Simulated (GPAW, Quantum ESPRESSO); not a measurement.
Consider ZnCu (Pm-3m).

```xyz
2
Lattice="2.9450 0.0000 0.0000 0.0000 2.9450 0.0000 0.0000 0.0000 2.9450" Properties=species:S:1:pos:R:3 pbc="T T T"
Zn    1.4725    1.4725    1.4725
Cu    0.0000    0.0000    0.0000
```

Absorber: atom 2, with 8 Zn at 2.55 Å and 6 Cu at 2.94 Å (cube and octahedron, as in bcc, site symmetry m-3m). Method: Quantum ESPRESSO XSpectra, LDA, excited-electron core hole (neutral cell), 18-atom cell with 6.6 Å between holes, 4×4×4 k points, dipole transitions, Lorentzian half width 0.78 eV up to 4 eV, rising linearly to 1.75 eV at 25 eV (not a setting of the program: the run's 0.4 eV curve was folded afterwards with a further Lorentzian).

What does the Cu K edge look like?

Main maxima up to 30 eV above the zero (height): 14.2 eV (1.46). A K edge sees empty p states on the absorber. The total-energy difference is 8995.97 eV. One term is added: -29.79 eV, since the hole is spin-paired here and a spin-polarised one costs that much less in the free atom (computed apart). The photon energy is then 8966.18 eV. The tabulated edge of the element is 8979 eV. The functional leaves an error in such absolute values: in the free atom LDA prices this hole 18.3 eV below PBE (computed apart), and PBE is itself good to a few eV.

The Cu K spectrum (energy from the energy zero of the input (xe0, at the border of filled and empty states); intensity scaled to a mean of 1 over the first 20 eV; folded afterwards to Lorentzian half width 0.78 eV up to 4 eV, rising linearly to 1.75 eV at 25 eV; the points at xe0, where the cut of filled states can leave a spike, are interpolated):

| E (eV) | intensity |
| --- | --- |
| -2.0 | 0.09 |
| -1.4 | 0.12 |
| -0.8 | 0.16 |
| -0.2 | 0.24 |
| 0.4 | 0.35 |
| 1.0 | 0.39 |
| 1.6 | 0.42 |
| 2.2 | 0.50 |
| 2.8 | 0.60 |
| 3.4 | 0.67 |
| 4.0 | 0.74 |
| 4.6 | 0.78 |
| 5.2 | 0.88 |
| 5.8 | 0.96 |
| 6.4 | 0.99 |
| 7.0 | 0.99 |
| 7.6 | 0.98 |
| 8.2 | 0.99 |
| 8.8 | 1.05 |
| 9.4 | 1.11 |
| 10.0 | 1.12 |
| 10.6 | 1.11 |
| 11.2 | 1.12 |
| 11.8 | 1.17 |
| 12.4 | 1.25 |
| 13.0 | 1.36 |
| 13.6 | 1.44 |
| 14.2 | 1.46 |
| 14.8 | 1.45 |
| 15.4 | 1.43 |
| 16.0 | 1.38 |
| 16.6 | 1.30 |
| 17.2 | 1.21 |
| 17.8 | 1.11 |
| 18.4 | 1.01 |
| 19.0 | 0.94 |
| 19.6 | 0.91 |
| 20.2 | 0.90 |
| 20.8 | 0.91 |
| 21.4 | 0.93 |
| 22.0 | 0.97 |
| 22.6 | 1.01 |
| 23.2 | 1.04 |
| 23.8 | 1.05 |
| 24.4 | 1.06 |
| 25.0 | 1.06 |
| 25.6 | 1.05 |
| 26.2 | 1.06 |
| 26.8 | 1.08 |
| 27.4 | 1.11 |
| 28.0 | 1.13 |
| 28.6 | 1.13 |
| 29.2 | 1.13 |
| 29.8 | 1.14 |
| 30.4 | 1.16 |
| 31.0 | 1.20 |
| 31.6 | 1.24 |

The structure is a published determination, not relaxed.

[Banner, clock and machine lines of the logs are left out without a mark of their own.]

[Logs are printed without paths, hosts, clocks, repeated set-up lines and the standing remarks that a program may print on its own settings, such as how far it seeks lower states.]

[Hosts, paths, dates, database ids (printed as entryN), source tags and the programs' standing remarks are cut or masked in the printed files.]

[Lists of maxima count a maximum above −3 eV only where it reaches 4 % of the highest in the window and stands out from its surroundings by 2 % of it (1.5 % where it reaches 55 %); shoulders and weaker maxima are passed over, and of the rest the first, up to two pre-edge ones and the few strongest are named.]
